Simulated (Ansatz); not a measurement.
**NaCaF3 (built on the sites of a database entry of CsCaF3): following an unstable mode**

Wanted: the energy along a soft mode of NaCaF3 (built on the sites of a database entry of CsCaF3) and the structure at the end.

Main program and level: Ansatz 0.2.0; DFT PBE+D3(BJ), scalar-relativistic, plane waves, PAW.

Most raw output is cut from this account.

The structure was built from a prototype and need not be the compound's stable phase.

## 1. The starting structure

The structure is cubic, space group Pm-3m (No. 221). Conventional cell: a = 4.398 Å, b = 4.398 Å, c = 4.398 Å, α = 90.00°, β = 90.00°, γ = 90.00°. Nearest to Na lie 12 F at 3.11 Å. Nearest to Ca lie 6 F at 2.20 Å. F has 2 Ca at 2.20 Å nearest. Farther neighbours and most contacts between anions are not listed.

## 2. Phonons on a q mesh

The cell comes from relaxations at this level that are not shown. Stability and thermal properties need the whole zone. Linear response on a 2×2×2 q mesh gives force constants as far as a supercell of that size would, and the tensors from the zone-centre run are typed in so that the long-range dipole term is interpolated apart.

The input, input.yaml:

```yaml
crystal:
  lattice:
    - [4.3977833632, 0.0, 0.0]
    - [0.0, 4.3977833632, 0.0]
    - [0.0, 0.0, 4.3977833632]
  atoms:
    - { symbol: Na, position: [0.0, 0.0, 0.0] }
    - { symbol: Ca, position: [0.5, 0.5, 0.5] }
    - { symbol: F, position: [0.0, 0.5, 0.5] }
    - { symbol: F, position: [0.5, 0.0, 0.5] }
    - { symbol: F, position: [0.5, 0.5, 0.0] }
kpoints:
  mp_grid: { grid: [6, 6, 6] }
hamiltonian:
  xc: pbe
  dispersion: d3bj
scf:
  occupations: { method: fixed }
output:
  eigenvalues: true
phonons:
  method: dfpt
  qmesh: [2, 2, 2]
  temperatures: { t_max: 1000, t_step: 50 }
  qpath:
    path:
      - [[0.0, 0.0, 0.0], [0.0, 0.5, 0.0], [0.5, 0.5, 0.0], [0.0, 0.0, 0.0], [0.5, 0.5, 0.5], [0.0, 0.5, 0.0]]
      - [[0.5, 0.5, 0.5], [0.5, 0.5, 0.0]]
    npoints: 10
  non_analytic_term:
    high_frequency_dielectric_tensor: [[1.9558, 0.0, 0.0], [0.0, 1.9558, 0.0], [0.0, 0.0, 1.9558]]
    born_effective_charges:
      - { species: Na, tensor: [[1.1707, 0.0, 0.0], [0.0, 1.1707, 0.0], [0.0, 0.0, 1.1707]] }
      - { species: Ca, tensor: [[2.2737, 0.0, 0.0], [0.0, 2.2737, 0.0], [0.0, 0.0, 2.2737]] }
      - { species: F, tensor: [[-1.7077, 0.0, 0.0], [0.0, -0.8683, 0.0], [0.0, 0.0, -0.8683]] }
      - { species: F, tensor: [[-0.8683, 0.0, 0.0], [0.0, -1.7077, 0.0], [0.0, 0.0, -0.8683]] }
      - { species: F, tensor: [[-0.8683, 0.0, 0.0], [0.0, -0.8683, 0.0], [0.0, 0.0, -1.7077]] }
    source: "zone-centre run at this cell"
```

Run with:

```console
ansatz run input.yaml --threads 4 --pin off --max-ram 7168MiB --backend cpu --events-out ev --progress --plain --runs-dir out
```

Elapsed: 4.1 min, on 4 threads of Arm Neoverse N1, shared host; peak memory 0.67 GiB.

This step gave:

* gap on the k-mesh: 5.068 eV
* volume per atom: 17.01 Å³
* sum-rule residual before enforcement: 0.003758 eV/Å²
* lowest frequency on the path: -137.5 cm⁻¹
* point group: m-3m
* highest frequency on the path or at a solved wavevector: 538.3 cm⁻¹
* highest optical mode at the zone centre (no LO-TO term): 448.3 cm⁻¹
* lowest optical zone-centre mode: -124.6 cm⁻¹
* lowest mode on the q mesh (acoustic modes at Γ apart): -137.5 cm⁻¹

Frequencies (cm⁻¹) solved at each irreducible wavevector; negative means imaginary. Frequencies by wavevector, by row:

```
q in reciprocal lattice units  star  mode 1  mode 2  mode 3  mode 4  mode 13  mode 14  mode 15
                        0 0 0     1  -124.6  -124.6  -124.6   -67.9    448.3    448.3    448.3
                     0 0 -0.5     3  -111.9  -111.9   -65.6   -65.6    447.7    447.7      472
                  0 -0.5 -0.5     3  -136.9  -123.5  -123.5   -75.5    404.7    447.1      489
               -0.5 -0.5 -0.5     1  -137.5  -137.5  -137.5  -115.5    404.4    404.4    505.4
```

Interpolated from a 2×2×2 q mesh, rough between the solved points, with the LO-TO term (at Γ the limit along the path; where Γ stands inside the path, tables give the limit on arrival). The phonon branches at the labelled points (cm⁻¹):

```
    point  branch 1  branch 2  branch 3  branch 4  branch 12  branch 13  branch 14  branch 15
        Γ      -125      -125       -68       -68        212        448        448        538
  halfway      -119      -119       -61       -61        268        448        448        514
        X      -112      -112       -66       -66        351        448        448        472
  halfway      -127      -101       -99       -97        341        420        447        493
        M      -137      -124      -124       -76        333        405        447        489
  halfway      -127      -111       -93       -72        266        430        448        514
        Γ      -125      -125       -68       -68        212        448        448        538
  halfway      -122      -122      -104       -76        266        430        430        516
        R      -138      -138      -138      -115        310        404        404        505
  halfway      -123      -118      -110      -100        332        416        431        504
        X      -112      -112       -66       -66        351        448        448        472
jump to R      -138      -138      -138      -115        310        404        404        505
  halfway      -137      -124      -124      -100        322        404        425        503
        M      -137      -124      -124       -76        333        405        447        489
```

Symmetry leaves 4 wavevectors to solve. The lowest mode among them, the acoustic zeros apart, lies at q = (-0.5, -0.5, -0.5) and is imaginary, 137.5i cm⁻¹, so the energy falls along it.

## 3. The mode frozen in, largest atomic shift 0 Å

The mode followed lies at q = (-0.5, -0.5, -0.5) with frequency 137.5i cm⁻¹ and is 3-fold degenerate, the softest among the wavevectors solved. At small amplitude the distorted cell has space group no. 167 by a symmetry search on the positions. The undistorted cell that holds it gives the zero of energy on the same k mesh.

System of this step: NaCaF3 (built on the sites of a database entry of CsCaF3). The structure is cubic, space group Pm-3m (No. 221). The conventional cell has a = 4.398 Å, b = 4.398 Å, c = 4.398 Å, α = 90.00°, β = 90.00°, γ = 90.00°. Nearest to Na lie 12 F at 3.11 Å. Ca has 6 F at 2.20 Å nearest. Nearest to F lie 2 Ca at 2.20 Å. Farther neighbours and most contacts between anions are not listed.

The input, input.yaml:

```yaml
crystal:
  lattice:
    - [4.3977833632, 4.3977833632, 0.0]
    - [4.3977833632, 0.0, 4.3977833632]
    - [4.3977833632, 0.0, -4.3977833632]
  atoms:
    - { symbol: Na, position: [0.0, 0.0, 0.0] }
    - { symbol: Na, position: [0.0, 0.5, 0.5] }
    - { symbol: Ca, position: [0.5, 0.25, 0.75] }
    - { symbol: Ca, position: [0.5, 0.75, 0.25] }
    - { symbol: F, position: [0.5, 0.0, 0.5] }
    - { symbol: F, position: [0.5, 0.5, 1.0] }
    - { symbol: F, position: [0.0, 0.5, 0.0] }
    - { symbol: F, position: [0.0, 0.0, 0.5] }
    - { symbol: F, position: [0.5, 0.0, 0.0] }
    - { symbol: F, position: [0.5, 0.5, 0.5] }
kpoints:
  mp_grid: { grid: [6, 6, 6] }
hamiltonian:
  xc: pbe
  dispersion: d3bj
scf:
  occupations: { method: gaussian, width: 0.02 }
output:
  forces: true
  stress: true
  eigenvalues: true
```

Run time: 6.2 s. Hardware: 4 threads; peak memory 0.54 GiB; 13 s of CPU time.

This step gave:

| Property | Result |
| --- | --- |
| pressure | 0.005661 GPa |
| energy from the undistorted cell | 0 meV/atom |

At this level the gap is 5.07 eV on the k-mesh of the self-consistent run, which can miss the band edges.

## 4. The mode frozen in, largest atomic shift 0.6 Å

The atoms are moved along the unstable eigenvector, the largest shift by 0.6 Å, with the cell fixed.

input.yaml, the sections that differ from step 3:

```yaml
crystal:
  lattice:
    - [4.3977833632, 4.3977833632, 0.0]
    - [4.3977833632, 0.0, 4.3977833632]
    - [4.3977833632, 0.0, -4.3977833632]
  atoms:
    - { symbol: Na, position: [0.0, 0.0, 0.0] }
    - { symbol: Na, position: [0.0, 0.5, 0.5] }
    - { symbol: Ca, position: [0.5, 0.25, 0.75] }
    - { symbol: Ca, position: [0.5, 0.75, 0.25] }
    - { symbol: F, position: [0.4035277471, 0.0964722529, 0.5] }
    - { symbol: F, position: [0.5964722529, 0.4035277471, 1.0] }
    - { symbol: F, position: [0.0, 0.5964722529, 0.0] }
    - { symbol: F, position: [0.0, -0.0964722529, 0.5] }
    - { symbol: F, position: [0.4035277471, 0.0, 0.0] }
    - { symbol: F, position: [0.5964722529, 0.5, 0.5] }
# kpoints, hamiltonian, scf, output: as in step 3
```

Run time: 8.1 s. Hardware: 4 threads; peak memory 0.6 GiB; 26 s of CPU time.

This step gave:

- pressure: -3.894 GPa
- gap on the k-mesh: 5.687 eV
- energy from the undistorted cell: -93.92 meV/atom

The energy, extrapolated to zero smearing, is -93.92 meV/atom against the undistorted cell.

The run ends at a pressure of -3.89 GPa, with forces up to 0.27 eV/Å.

## 5. Energy along the mode, all amplitudes (two of the runs are shown above)

An imaginary frequency means negative curvature, so the energy should fall and then rise again as anharmonic terms take over.

This step gave:

```
depth at the lowest point sampled  : 93.92 meV/atom
largest atomic shift at that point : 0.6 Å
```

The energy from the parent by largest atomic shift:

```
largest atomic shift (Å)  energy from the parent (meV/atom)
                   0.000                                  0
                   0.040                             -0.633
                   0.080                              -2.52
                   0.140                              -7.61
                   0.220                              -18.2
                   0.320                              -36.4
                   0.450                              -64.2
                   0.600                              -93.9
```

Displacement at unit largest shift by atom:

```
atom   x (Å)   y (Å)   z (Å)   size
 Na1   0.000   0.000   0.000  0.000
 Na2   0.000   0.000   0.000  0.000
 Ca3   0.000   0.000   0.000  0.000
 Ca4   0.000   0.000   0.000  0.000
  F5   0.000  -0.707   0.707  1.000
  F6   0.000   0.707  -0.707  1.000
  F7   0.707   0.000   0.707  1.000
  F8  -0.707   0.000  -0.707  1.000
  F9  -0.707  -0.707   0.000  1.000
 F10   0.707   0.707   0.000  1.000
```

The lowest of the steps tried is the last one, at 0.6 Å, 93.9 meV/atom below the parent; the bottom of the well need not coincide with a step.

## 6. Relaxing from the distorted cell

Starting from the lowest point found, all atoms and the cell are let go, so that strain and other modes of the same symmetry can join in.

Changes to input.yaml since step 4:

```diff
@@ -22,3 +22,3 @@
 scf:
-  occupations: { method: gaussian, width: 0.02 }
+  occupations: { method: fixed }
 output:
@@ -27 +27,6 @@
   eigenvalues: true
+relax:
+  adjacent_minimum: "off"
+  f_tol: 0.002
+  max_steps: 120
+  cell: { stress_tol: 0.03 }
```

Elapsed: 3.6 min, on 4 threads; peak memory 0.64 GiB.

The steps of the relaxation:

```
step  energy less that of the first step (eV)  largest force component (eV/Å)  pressure (GPa)  volume (Å³)
   1                                   0.0000                          0.1926           -3.89       170.11
   2                                  -0.3610                          0.1957           -1.06       158.18
   3                                  -0.4222                          0.2285            2.26       148.04
   4                                  -0.5065                          0.0087           -0.17       153.97
   5                                  -0.5082                          0.0002           -0.01       153.59
  6*                                  -0.4852                          0.0003           -0.39       153.59
   7                                  -0.4895                          0.0001            0.02       152.53
   8                                  -0.4894                          0.0001            0.00       152.57
  9*                                  -0.4866                          0.0001           -0.03       152.57
  10                                  -0.4869                          0.0000            0.00       152.49
 11*                                  -0.4866                          0.0000            0.00       152.49
```

Relaxation steps marked * repeat the geometry before them on a plane-wave basis chosen anew for their cell, so energy and pressure can jump there.

The run keeps the 12 symmetry operations that it works with, so distortions that break them were not tested.

```
conventional cell, symmetrised  before   after   change
                         a (Å)   6.219   5.940   -4.5 %
                         b (Å)   6.219   5.940   -4.5 %
                         c (Å)  15.234  14.972   -1.7 %
              volume (Å³/atom)   17.01   15.25  -10.4 %
```

The atoms that moved most (Å, as changes of fractional coordinates times the final cell):

```
atom      dx      dy      dz  length
  F6   0.000   0.129  -0.129   0.182
  F5   0.000  -0.129   0.129   0.182
  F9  -0.129  -0.129   0.000   0.182
  F8  -0.129   0.000  -0.129   0.182
 F10   0.129   0.129   0.000   0.182
  F7   0.129   0.000   0.129   0.182
```

Final coordinates:

```
Na Ca F
1.0
     4.20016    4.20016    0.00000
     4.20016    0.00000    4.20016
     4.28139   -0.08123   -4.28139
Na Ca F
2 2 6
Direct
  0.00000 0.00000 0.00000
  0.00000 0.50000 0.50000
  0.50000 0.25000 0.75000
  0.50000 0.75000 0.25000
  0.37293 0.12707 0.50000
  0.62707 0.37293 0.00000
  0.00000 0.62707 0.00000
  0.00000 0.87293 0.50000
  0.37293 0.00000 0.00000
  0.62707 0.50000 0.50000
```

This step gave:

```yaml
pressure: -0.002969 GPa
gap_on_the_k_mesh: 6.296 eV
volume_per_atom: 15.25 Å³
```

The distorted start has space group R-3c; the relaxation ends in R-3c.

## 7. Results

```json
{
  "unstable mode of the parent": "q = (-0.5, -0.5, -0.5), 138i cm⁻¹",
  "depth at the lowest point sampled": "93.9 meV/atom",
  "largest atomic shift at that point": "0.6 Å",
  "space group reached (within 0.01 Å)": "R-3c",
  "energy gained over the parent (first relaxation, on the mesh of the frozen mode)": "143 meV/atom",
  "volume per atom, phase reached": "15.2 Å³",
  "gap on the k-mesh, phase reached": "6.30 eV"
}
```

In words: Along this mode the structure falls into R-3c, 143 meV/atom below the parent. At the parent's cell the well is 93.92 meV/atom deep on the steps tried, with its lowest point at a shift of 0.6 Å. That is the last step tried, so the steps alone don't bracket the bottom of the well. Relaxing atoms and cell changes the gain by +48.66 meV/atom against the lowest step (energies at zero smearing). The modes of the phase reached were not computed on this path. Of the 4 patterns followed to their end from this parent, this one ends 2.98 meV/atom above the lowest, Imma. Each path keeps the symmetry of its pattern, so a lower phase may lie along a pattern not tried. The q mesh stands for a supercell only 8.8 Å across, so branches between the solved wavevectors are rough. The volume moved by more than a tenth on the k mesh of the start, so the energy gain is rough. In the phonons the program treats the change of the C6 weights of the dispersion term with coordination only in part. The starting cell was built on a prototype and not taken from a measurement, so the phase need not exist.

[Logs are printed without paths, hosts, clocks, repeated set-up lines and the standing remarks that a program may print on its own settings, such as how far it seeks lower states.]

[Hosts, paths, dates, database ids (printed as entryN), source tags and the programs' standing remarks are cut or masked in the printed files.]
